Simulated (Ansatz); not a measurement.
# How fast states decay through CaPbI2F2, part 2 of 2

Aim: relax a made-up compound, CaPbI2F2, and see how good a tunnel barrier it would be. It is built by putting Ca for part of the Pb in the PbIF structure of space group P4/nmm, with the volume rescaled by atomic radii. The parent structure comes from the Materials Project.

Ansatz 0.2.0; r2SCAN DFT, plane waves, PAW files (the session's first sound run).

So far, decay constant at the filling level, zone centre (Å⁻¹): step 4 (decaying states in the gap) 0.327.

The structure was built from a prototype and need not be the compound's stable phase.

## Step 7: Complex bands at another level, cutoff 420 eV (continued)

K parallel (0, -0.5); values up to 1.5 1/Å, a degenerate pair printed once or twice; energies at which all values exceed this have no row. Table of Im kz of the slowest decaying states by energy, zero at the highest filled level on the SCF mesh:

```csv
energy (eV),decay 1 (Å⁻¹),decay 2 (Å⁻¹),decay 3 (Å⁻¹),decay 4 (Å⁻¹)
-1.00,0.263,0.277,0.859,0.977
-0.86,0.250,0.291,0.837,0.936
-0.65,0.323,0.797,0.823,1.07
-0.51,0.182,0.339,0.620,0.765
-0.30,0.314,0.358,0.698,0.880
-0.16,0.358,0.368,0.623,0.926
-0.02,0.376,0.388,0.390,0.956
0.05,0.380,0.403,0.490,0.967
0.19,0.385,0.424,0.623,0.985
0.40,0.391,0.449,0.689,1.01
0.54,0.393,0.462,0.712,1.01
0.68,0.395,0.473,0.728,0.994
0.89,0.394,0.487,0.742,0.972
1.03,0.392,0.494,0.748,0.958
1.24,0.387,0.502,0.752,0.935
1.38,0.382,0.507,0.752,0.920
1.59,0.373,0.512,0.750,0.897
1.73,0.364,0.514,0.747,0.881
1.87,0.355,0.516,0.742,0.865
2.08,0.336,0.517,0.733,0.841
2.22,0.321,0.518,0.726,0.825
2.43,0.293,0.517,0.712,0.799
2.57,0.269,0.517,0.702,0.782
2.78,0.220,0.515,0.683,0.755
2.92,0.169,0.513,0.669,0.737
3.13,0.511,0.643,0.709,1.03
3.27,0.509,0.623,0.689,1.03
```

At the listed wavevectors the last open channel is at -0.44 eV and the next at +2.36 eV on the grid, wider than the gap, since narrow bands can fall between grid energies. At +1.17 eV, the grid energy nearest the filling level (the middle of the gap on the SCF mesh), the slowest state at the listed wavevectors decays with κ = 0.302 Å⁻¹, its amplitude falling by e over 3.3 Å; the first such run, plane (001), gave 0.327 Å⁻¹ over as many of its listed wavevectors.

## Step 8: The same cell, other settings

This step: r2SCAN DFT, plane waves, PAW files; complex bands by layer matching along the plane's normal; changed: output.transmission.temperature = 200.0, output.transmission.e_range = [0, 2], output.transmission.de = 0.05 (Ansatz 0.2.0).

This run repeats an earlier one, its twin (the complex run, plane (001)), with three settings changed (output.transmission.e_range, output.transmission.de, output.transmission.temperature; files written aside). It is meant to test what the energy window and step decide and how the leads' temperature enters. Where the input is shown as a difference, that is against the step before, not the twin.

The input, input.yaml:

```yaml
crystal:
  lattice:
    - [4.10703942, 0.0, 0.0]
    - [0.0, 4.10703942, 0.0]
    - [0.0, 0.0, 9.356833171]
  atoms:
    - { symbol: Ca, position: [0.0, 0.5, 0.8618713658] }
    - { symbol: Pb, position: [0.5, 0.0, 0.1516100534] }
    - { symbol: I, position: [0.5, 0.0, 0.6841506114] }
    - { symbol: I, position: [0.0, 0.5, 0.324929765] }
    - { symbol: F, position: [0.0, 0.0, 0.9887191022] }
    - { symbol: F, position: [0.5, 0.5, 0.9887191022] }
kpoints:
  mp_grid: { grid: [6, 6, 4] }
scf:
  occupations: { method: fixed }
hamiltonian:
  xc: r2scan
output:
  eigenvalues: true
  transmission:
    leads: [[0, 0]]
    kpoints: [[0.0, 0.0], [0.0, -0.5], [0.5, 0.0]]
    e_range: [0, 2]
    de: 0.05
    temperature: 200.0
```

Command:

```sh
$ ansatz run input.yaml --threads 2 --pin off --max-ram 4096MiB --backend cpu --events-out ev --progress --plain --runs-dir out
```

Wall time 45 s (2 threads of Arm Neoverse V2, shared host); peak memory 0.75 GiB.

This step gave:

```yaml
free_energy: -30426.4346 eV
fermi_energy: 5.810 eV
gap_on_the_k_mesh: 2.753 eV
level_to_which_the_leads_are_filled: 1.377 eV from the Fermi level
decay_constant_at_the_filling_level_zone_centre: 0.3269 Å⁻¹
decay_constant_at_the_filling_level_slowest_listed_point: 0.3269 Å⁻¹
```

K parallel (0, 0); values up to 1.5 1/Å, a degenerate pair printed once or twice; energies at which all values exceed this have no row. The Im kz of the slowest decaying states by energy, zero at the highest filled level on the SCF mesh:

```csv
energy (eV),decay 1 (Å⁻¹),decay 2 (Å⁻¹),decay 3 (Å⁻¹),decay 4 (Å⁻¹)
0.000,0.251,0.461,0.666,1.12
0.100,0.269,0.510,0.660,1.11
0.150,0.277,0.529,0.656,1.11
0.250,0.290,0.559,0.650,1.10
0.300,0.296,0.572,0.647,1.10
0.400,0.306,0.593,0.641,1.09
0.500,0.314,0.611,0.634,1.08
0.550,0.317,0.619,0.631,1.08
0.650,0.323,0.625,0.633,1.07
0.700,0.325,0.622,0.640,1.07
0.800,0.329,0.615,0.651,1.06
0.900,0.331,0.609,0.661,1.05
0.950,0.332,0.606,0.665,1.05
1.050,0.332,0.599,0.673,1.04
1.100,0.332,0.596,0.677,1.04
1.200,0.332,0.589,0.683,1.03
1.300,0.330,0.583,0.689,1.02
1.350,0.328,0.579,0.691,1.01
1.450,0.325,0.572,0.696,1.00
1.500,0.323,0.569,0.698,1.000
1.600,0.318,0.562,0.701,0.990
1.700,0.312,0.554,0.704,0.981
1.750,0.309,0.551,0.705,0.976
1.850,0.301,0.543,0.707,0.966
1.900,0.297,0.539,0.708,0.961
2.000,0.287,0.531,0.710,0.951
```

K parallel (0, -0.5); values up to 1.5 1/Å, a degenerate pair printed once or twice; energies at which all values exceed this have no row. Im kz of the slowest decaying states against energy, zero at the highest filled level on the SCF mesh:

```csv
energy (eV),decay 1 (Å⁻¹),decay 2 (Å⁻¹),decay 3 (Å⁻¹),decay 4 (Å⁻¹)
0.000,0.0299,0.392,0.394,0.979
0.100,0.399,0.410,0.575,0.993
0.200,0.403,0.425,0.643,1.01
0.300,0.407,0.438,0.681,1.02
0.400,0.410,0.450,0.706,1.02
0.500,0.412,0.460,0.724,1.03
0.600,0.414,0.469,0.737,1.03
0.700,0.416,0.477,0.748,1.02
0.800,0.417,0.484,0.756,1.01
0.900,0.417,0.490,0.762,1.00
1.000,0.417,0.496,0.767,0.992
1.100,0.416,0.501,0.770,0.982
1.200,0.415,0.505,0.772,0.972
1.300,0.414,0.509,0.774,0.962
1.400,0.412,0.513,0.775,0.952
1.500,0.409,0.516,0.775,0.942
1.600,0.406,0.519,0.774,0.931
1.700,0.403,0.521,0.773,0.921
1.800,0.398,0.523,0.771,0.911
1.900,0.394,0.525,0.768,0.900
2.000,0.388,0.526,0.765,0.889
```

K parallel (0.5, 0); values up to 1.5 1/Å, a degenerate pair printed once or twice; energies at which all values exceed this have no row. The Im kz of the slowest decaying states by energy, zero at the highest filled level on the SCF mesh:

```csv
energy (eV),decay 1 (Å⁻¹),decay 2 (Å⁻¹),decay 3 (Å⁻¹),decay 4 (Å⁻¹)
0.000,0.0299,0.392,0.394,0.979
0.150,0.401,0.418,0.615,1.000
0.300,0.407,0.438,0.681,1.02
0.450,0.411,0.455,0.715,1.03
0.550,0.414,0.464,0.731,1.03
0.700,0.416,0.477,0.748,1.02
0.850,0.417,0.487,0.759,1.01
1.000,0.417,0.496,0.767,0.992
1.150,0.416,0.503,0.771,0.977
1.300,0.414,0.509,0.774,0.962
1.450,0.411,0.514,0.775,0.947
1.550,0.408,0.517,0.774,0.937
1.700,0.403,0.521,0.773,0.921
1.850,0.396,0.524,0.770,0.905
2.000,0.388,0.526,0.765,0.889
```

The least decay constant is 0.327 Å⁻¹ against 0.327 Å⁻¹ in the twin: no change within 1 %.

## Step 9: Results

| Item | Value |
| --- | --- |
| band gap | 2.75 eV |
| least decay constant at mid-gap, normal to (001) | 0.327 Å⁻¹ |
| least decay constant on a mesh, normal to (001) | 0.328 Å⁻¹ |
| least decay constant, PBE | 0.302 Å⁻¹ |

In words: With r2SCAN, the slowest decay at the wavevectors tried is κ = 0.327 Å⁻¹, normal to (001). Through such a film the transmission near mid-gap falls as exp(−2κd), a factor of ten every 3.5 Å. A free electron under a barrier of half the gap would need a mass of 0.30 mₑ to decay at this rate. With PBE the gap goes from 2.75 to 2.32 eV and the decay constant, over the first 2 listed wavevectors, from 0.327 to 0.302 Å⁻¹. The compound is made up by substitution; its stability against other phases and against distortions of the cell's symmetry was not tested. r2SCAN still narrows gaps, if less than LDA and GGA do, while spin-orbit coupling, left out here, narrows them in compounds of heavy elements, so the error in κ can go either way.

[Logs are printed without paths, hosts, clocks, repeated set-up lines and the standing remarks that a program may print on its own settings, such as how far it seeks lower states.]

[Hosts, paths, dates, database ids (printed as entryN), source tags and the programs' standing remarks are cut or masked in the printed files.]
